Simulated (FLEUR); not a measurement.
# Fixed-spin-moment curve of CrRh3 with FLEUR

How stiff is the moment of CrRh3, and are there other minima?

Main program and level: FLEUR MaX-R8.1; PBEsol; all-electron FLAPW, Dirac cores, scalar-relativistic bands.

This is a report of a sequence of runs, with most program output left out.

## 1. Set-up

Symmetry: Pm-3m, No. 221, cubic system. The conventional cell has a = 3.791 Å, b = 3.791 Å, c = 3.791 Å, α = 90.00°, β = 90.00°, γ = 90.00°. Cr has 12 Rh at 2.68 Å nearest. Rh has 4 Cr at 2.68 Å and 8 Rh at 2.68 Å nearest. Farther neighbours are not listed.

As a file:

```
Cr Rh
1.0
     3.79055    0.00000    0.00000
     0.00000    3.79055    0.00000
     0.00000    0.00000    3.79055
Cr Rh
1 3
Direct
  0.00000 0.00000 0.00000
  0.00000 0.50000 0.50000
  0.50000 0.50000 0.00000
  0.50000 0.00000 0.50000
```

The cell comes from a database of computed structures and need not be the stable phase.

## 2. The free run

The free run tells which range of moments is worth scanning.

inpgen writes inp.xml from crystal.txt; cutoffs, mixing, functional, smearing and local orbitals are then set in the file. The k list default-1 (kpts.xml, not shown) is a Γ-centred 8×8×8 mesh; where the ranks do not divide the number of points, some are split in two of half the weight.

File inp.xml:

```
<?xml version="1.0" encoding="UTF-8" standalone="no"?>
<fleurInput fleurInputVersion="0.39">
   <comment>
      CrRh3
   </comment>
   <calculationSetup>
      <cutoffs Kmax="3.6" Gmax="10.8" GmaxXC="10.8" numbands="0"/>
      <scfLoop itmax="90" minDistance="0.00002" maxIterBroyd="15" imix="Anderson" alpha="0.05" precondParam="0.0" spinf="2.0" sdNocoIR="T"/>
      <coreElectrons ctail="T" frcor="F" kcrel="0" coretail_lmax="0"/>
      <xcFunctional name="PBEs" relativisticCorrections="F"/>
      <magnetism jspins="2"/>
      <soc l_soc="F" theta="0.0" phi="0.0" spav="F"/>
      <expertModes spex="0" secvar="F"/>
      <geometryOptimization l_f="F" forcealpha="1.0" forcemix="BFGS" epsdisp="0.00001" epsforce="0.00001"/>
      <ldaU l_linMix="F" mixParam="0.05" spinf="1.0"/>
   </calculationSetup>
   <cell>
      <bzIntegration valenceElectrons="59.0" mode="hist" fermiSmearingEnergy="0.00110248">
         <kPointListSelection listName="default-1"/>
         <xi:include xmlns:xi="http://www.w3.org/2001/XInclude" href="kpts.xml"> </xi:include>
      </bzIntegration>
      <xi:include xmlns:xi="http://www.w3.org/2001/XInclude" href="sym.xml"> </xi:include>
      <bulkLattice scale="1.0">
         <bravaisMatrix>
            <row-1>    7.1631071504005668     0.0000000000000000     0.0000000000000000</row-1>
            <row-2>    0.0000000000000000     7.1631071504005668     0.0000000000000000</row-2>
            <row-3>    0.0000000000000000     0.0000000000000000     7.1631071504005668</row-3>
         </bravaisMatrix>
      </bulkLattice>
   </cell>
   <atomSpecies>
      <species name="Chromium (2.500" element="Cr" atomicNumber="24">
         <mtSphere radius="2.47" gridPoints="817" logIncrement="0.015"/>
         <atomicCutoffs lmax="10" lnonsphr="8"/>
         <electronConfig flipSpins="F">
            <coreConfig>(1s1/2) (2s1/2) (2p1/2) (2p3/2)</coreConfig>
            <valenceConfig>(3s1/2) (3p1/2) (3p3/2) (4s1/2) (3d3/2) (3d5/2)</valenceConfig>
            <stateOccupation state="(4s1/2)" spinUp="0.5" spinDown="0.5"/>
            <stateOccupation state="(3d3/2)" spinUp="1.0" spinDown="1.0"/>
            <stateOccupation state="(3d5/2)" spinUp="2.75" spinDown="0.25"/>
         </electronConfig>
         <energyParameters s="4" p="4" d="3" f="4"/>
         <lo type="SCLO" l="0" n="3" eDeriv="0"/>
         <lo type="SCLO" l="1" n="3" eDeriv="0"/>
      </species>
      <species name="Rhodium (Rh)" element="Rh" atomicNumber="45">
         <mtSphere radius="2.47" gridPoints="817" logIncrement="0.016"/>
         <atomicCutoffs lmax="10" lnonsphr="8"/>
         <electronConfig flipSpins="F">
            <coreConfig>(1s1/2) (2s1/2) (2p1/2) (2p3/2) (3s1/2) (3p1/2) (3p3/2) (4s1/2) (3d3/2) (3d5/2)</coreConfig>
            <valenceConfig>(4p1/2) (4p3/2) (5s1/2) (4d3/2) (4d5/2)</valenceConfig>
            <stateOccupation state="(5s1/2)" spinUp="0.500000" spinDown="0.500000"/>
            <stateOccupation state="(4d3/2)" spinUp="1.600000" spinDown="1.600000"/>
            <stateOccupation state="(4d5/2)" spinUp="2.400000" spinDown="2.400000"/>
         </electronConfig>
         <energyParameters s="5" p="5" d="4" f="4"/>
         <lo type="SCLO" l="1" n="4" eDeriv="0"/>
      </species>
   </atomSpecies>
   <atomGroups>
      <atomGroup species="Chromium (2.500">
         <relPos label="                   1">.0000000000 .0000000000 .0000000000</relPos>
         <force calculate="T" relaxXYZ="TTT"/>
      </atomGroup>
      <atomGroup species="Rhodium (Rh)">
         <relPos label="                   2">.0000000000 1.000/2.000 1.000/2.000</relPos>
         <relPos label="                   3">1.000/2.000 1.000/2.000 .0000000000</relPos>
         <relPos label="                   4">1.000/2.000 .0000000000 1.000/2.000</relPos>
         <force calculate="T" relaxXYZ="TTT"/>
      </atomGroup>
   </atomGroups>
   <output dos="F" band="F" slice="F">
      <bandDOS minEnergy="-.5*Htr" maxEnergy="0.5*Htr" sigma="0.015" storeEVData="T"/>
      <plotting iplot="0" polar="F">
         <plot TwoD="T" vec1="  1.0  0.0  0.0" vec2="  0.0  1.0  0.0" vec3="  0.0  0.0  1.0" zero="  0.0  0.0  0.0" file="plot"/>
      </plotting>
      <moessbauerParams electricFieldGradient="F" isomerShift="F" coreHyperfine="F" valenceHyperfine="F"/>
   </output>
</fleurInput>
```

File crystal.txt:

```
CrRh3
&input film=F cartesian=F /
3.79055306330  0.00000000000  0.00000000000
0.00000000000  3.79055306330  0.00000000000
0.00000000000  0.00000000000  3.79055306330
1.8897261246
1.0 1.0 1.0

4
24 0.00000000000  0.00000000000  0.00000000000 : 2.500
45 0.00000000000  0.50000000000  0.50000000000
45 0.50000000000  0.50000000000  0.00000000000
45 0.50000000000  0.00000000000  0.50000000000

&kpt div1=8 div2=8 div3=8 gamma=T /
```

On the command line:

```
> OMP_NUM_THREADS=1 inpgen -f crystal.txt > inpgen.log  # inp.xml is then edited as shown
> OMP_NUM_THREADS=1 mpirun -n 2 fleur_MPI > fleur.log
```

It took 76 s on 2 MPI ranks of Arm Neoverse V1, shared host; peak memory 0.17 GiB.

Spin moment in the muffin-tin sphere by atom:

| atom | spin moment in the muffin-tin sphere (μB) |
| --- | --- |
| Cr1 | 1.88 |
| Rh2 | -0.21 |
| Rh3 | -0.21 |
| Rh4 | -0.21 |

This step gave:

```yaml
free_energy: -419016.9420 eV
program_s_band_gap_on_this_mesh_in_a_metal_only_a_level_spacing: 2.82e-5 eV
magnetization: 1.284 μB
final_state: ferromagnetic, with opposed induced moments
```

After 26 cycles the largest moment stands at 1.88 μB.

## 3. No spin polarisation

Edit inp.xml of step 2 so:

```diff
@@ -10,3 +10,3 @@
       <xcFunctional name="PBEs" relativisticCorrections="F"/>
-      <magnetism jspins="2"/>
+      <magnetism jspins="1"/>
       <soc l_soc="F" theta="0.0" phi="0.0" spav="F"/>
@@ -31,3 +31,3 @@
    <atomSpecies>
-      <species name="Chromium (2.500" element="Cr" atomicNumber="24">
+      <species name="Chromium (Cr)" element="Cr" atomicNumber="24">
          <mtSphere radius="2.47" gridPoints="817" logIncrement="0.015"/>
@@ -37,5 +37,5 @@
             <valenceConfig>(3s1/2) (3p1/2) (3p3/2) (4s1/2) (3d3/2) (3d5/2)</valenceConfig>
-            <stateOccupation state="(4s1/2)" spinUp="0.5" spinDown="0.5"/>
-            <stateOccupation state="(3d3/2)" spinUp="1.0" spinDown="1.0"/>
-            <stateOccupation state="(3d5/2)" spinUp="2.75" spinDown="0.25"/>
+            <stateOccupation state="(4s1/2)" spinUp="0.500000" spinDown="0.500000"/>
+            <stateOccupation state="(3d3/2)" spinUp="1.000000" spinDown="1.000000"/>
+            <stateOccupation state="(3d5/2)" spinUp="1.500000" spinDown="1.500000"/>
          </electronConfig>
@@ -60,3 +60,3 @@
    <atomGroups>
-      <atomGroup species="Chromium (2.500">
+      <atomGroup species="Chromium (Cr)">
          <relPos label="                   1">.0000000000 .0000000000 .0000000000</relPos>
```

Edit crystal.txt of step 2 so:

```diff
@@ -9,3 +9,3 @@
 4
-24 0.00000000000  0.00000000000  0.00000000000 : 2.500
+24 0.00000000000  0.00000000000  0.00000000000
 45 0.00000000000  0.50000000000  0.50000000000
```

It took 39 s on 2 MPI ranks; peak memory 0.14 GiB; 78 s of CPU time.

This step gave:

```yaml
free_energy: -419016.7476 eV
program_s_band_gap_on_this_mesh_in_a_metal_only_a_level_spacing: 0.007637 eV
final_state: non-magnetic (no spin polarisation)
```

Its energy lies +194.4 meV a cell from the free run's.

## 4. Moment fixed at 1.177 μB

Two Fermi energies hold the total moment; the run starts from the free run's density.

Edit inp.xml of step 3 so:

```diff
@@ -10,3 +10,3 @@
       <xcFunctional name="PBEs" relativisticCorrections="F"/>
-      <magnetism jspins="1"/>
+      <magnetism jspins="2" fixed_moment="1.177"/>
       <soc l_soc="F" theta="0.0" phi="0.0" spav="F"/>
@@ -31,3 +31,3 @@
    <atomSpecies>
-      <species name="Chromium (Cr)" element="Cr" atomicNumber="24">
+      <species name="Chromium (2.500" element="Cr" atomicNumber="24">
          <mtSphere radius="2.47" gridPoints="817" logIncrement="0.015"/>
@@ -37,5 +37,5 @@
             <valenceConfig>(3s1/2) (3p1/2) (3p3/2) (4s1/2) (3d3/2) (3d5/2)</valenceConfig>
-            <stateOccupation state="(4s1/2)" spinUp="0.500000" spinDown="0.500000"/>
-            <stateOccupation state="(3d3/2)" spinUp="1.000000" spinDown="1.000000"/>
-            <stateOccupation state="(3d5/2)" spinUp="1.500000" spinDown="1.500000"/>
+            <stateOccupation state="(4s1/2)" spinUp="0.5" spinDown="0.5"/>
+            <stateOccupation state="(3d3/2)" spinUp="1.0" spinDown="1.0"/>
+            <stateOccupation state="(3d5/2)" spinUp="2.75" spinDown="0.25"/>
          </electronConfig>
@@ -60,3 +60,3 @@
    <atomGroups>
-      <atomGroup species="Chromium (Cr)">
+      <atomGroup species="Chromium (2.500">
          <relPos label="                   1">.0000000000 .0000000000 .0000000000</relPos>
```

On the command line:

```
> OMP_NUM_THREADS=1 mpirun -n 2 fleur_MPI > fleur.log
```

Elapsed: 53 s, on 2 MPI ranks; peak memory 0.17 GiB; 1.7 min of CPU time.

This step gave:

- magnetization: 1.177 μB

Its energy lies +1.1 meV a cell from the free run's.

## 5. Moment fixed at 1.413 μB

Edit inp.xml of step 4 so:

```diff
@@ -10,3 +10,3 @@
       <xcFunctional name="PBEs" relativisticCorrections="F"/>
-      <magnetism jspins="2" fixed_moment="1.177"/>
+      <magnetism jspins="2" fixed_moment="1.413"/>
       <soc l_soc="F" theta="0.0" phi="0.0" spav="F"/>
```

It took 44 s on 2 MPI ranks; peak memory 0.16 GiB; 89 s of CPU time.

This step gave:

```yaml
magnetization: 1.413 μB
```

Its energy lies +2.2 meV a cell from the free run's.

## 6. Moment fixed at 0.942 μB

Edit inp.xml of step 5 so:

```diff
@@ -10,3 +10,3 @@
       <xcFunctional name="PBEs" relativisticCorrections="F"/>
-      <magnetism jspins="2" fixed_moment="1.413"/>
+      <magnetism jspins="2" fixed_moment="0.942"/>
       <soc l_soc="F" theta="0.0" phi="0.0" spav="F"/>
```

Wall time 59 s (2 MPI ranks); peak memory 0.17 GiB; 2 min of CPU time.

Read from the output:

- magnetization: 0.942 μB

Its energy lies +12.7 meV a cell from the free run's.

## 7. Another try

A slip in the input shows what the program catches and what it lets pass.

Edit inp.xml of step 2 so:

```diff
@@ -6,4 +6,4 @@
    <calculationSetup>
-      <cutoffs Kmax="3.6" Gmax="10.8" GmaxXC="10.8" numbands="0"/>
-      <scfLoop itmax="90" minDistance="0.00002" maxIterBroyd="15" imix="Anderson" alpha="0.05" precondParam="0.0" spinf="2.0" sdNocoIR="T"/>
+      <cutoffs Kmax="2.0" Gmax="6.0" GmaxXC="6.0" numbands="0"/>
+      <scfLoop itmax="60" minDistance="0.00002" maxIterBroyd="15" imix="Anderson" alpha="0.05" precondParam="0.0" spinf="2.0" sdNocoIR="T"/>
       <coreElectrons ctail="T" frcor="F" kcrel="0" coretail_lmax="0"/>
```

crystal.txt is that of step 2.

On the command line:

```
> OMP_NUM_THREADS=1 inpgen -f crystal.txt > inpgen.log  # inp.xml is then edited as shown
> OMP_NUM_THREADS=1 mpirun -n 2 fleur_MPI > fleur.log
```

Run time: 41 s. Hardware: 2 MPI ranks; peak memory 0.16 GiB.

Convergence was reached, yet the input spoils the result.

The fault in the input: a cutoff far too low.

The two runs compared:

| quantity | this run | first run | difference |
| --- | --- | --- | --- |
| largest moment (μB) | 0 | 1.8841 | -1.88 |
| magnetization (μB) | 0 | 1.2839 | -1.28 |
| free energy (eV) | -418958.59 | -419016.94 | 58.3 |

The two runs differ clearly in the largest moment: 0 μB against 1.88 μB.

Too few augmented waves can't hold the states between the spheres; radius times Kmax of 7 to 8 is usual.

## 8. All moments

The other moments were run in the same way.

The energy over the lowest by total spin moment:

| total spin moment (μB a cell) | energy over the lowest (meV a cell) |
| --- | --- |
| 0.000 | 194 |
| 0.235 | 120 |
| 0.471 | 75.5 |
| 0.706 | 38.2 |
| 0.942 | 12.7 |
| 1.177 | 1.14 |
| 1.284 | 0 |
| 1.413 | 2.19 |
| 1.648 | 15.9 |
| 1.884 | 42.4 |

The moment, largest sphere moment by total spin moment:

| total spin moment (μB a cell) | moment, largest sphere moment (μB) |
| --- | --- |
| 0.000 | 0 |
| 0.235 | 1.42 |
| 0.471 | 1.52 |
| 0.706 | 1.64 |
| 0.942 | 1.75 |
| 1.177 | 1.86 |
| 1.284 | 1.88 |
| 1.413 | 1.93 |
| 1.648 | 2.02 |
| 1.884 | 2.09 |

## 9. Outcome

```json
{
 "moment of the free run": "1.28 μB a cell",
 "moment of the lowest point": "1.28 μB a cell",
 "energy of the spinless run": "194 meV a cell over the lowest"
}
```

In words: The lowest point lies 194 meV a cell under the spinless run, in free energy at a smearing of 0.03 eV. The point at zero is the spinless run. Opposed orders, which also have no total moment, were not run.

[Logs and program files are shortened in this print: banners, set-up blocks, solver, clock and traceback lines can be left out without a mark of their own.]

[Logs are printed without paths, hosts, clocks, repeated set-up lines and the standing remarks that a program may print on its own settings, such as how far it seeks lower states.]

[Hosts, paths, dates, database ids (printed as entryN), source tags and the programs' standing remarks are cut or masked in the printed files.]

[Where a cell is said to come from a database of computed structures, the database is the Materials Project.]
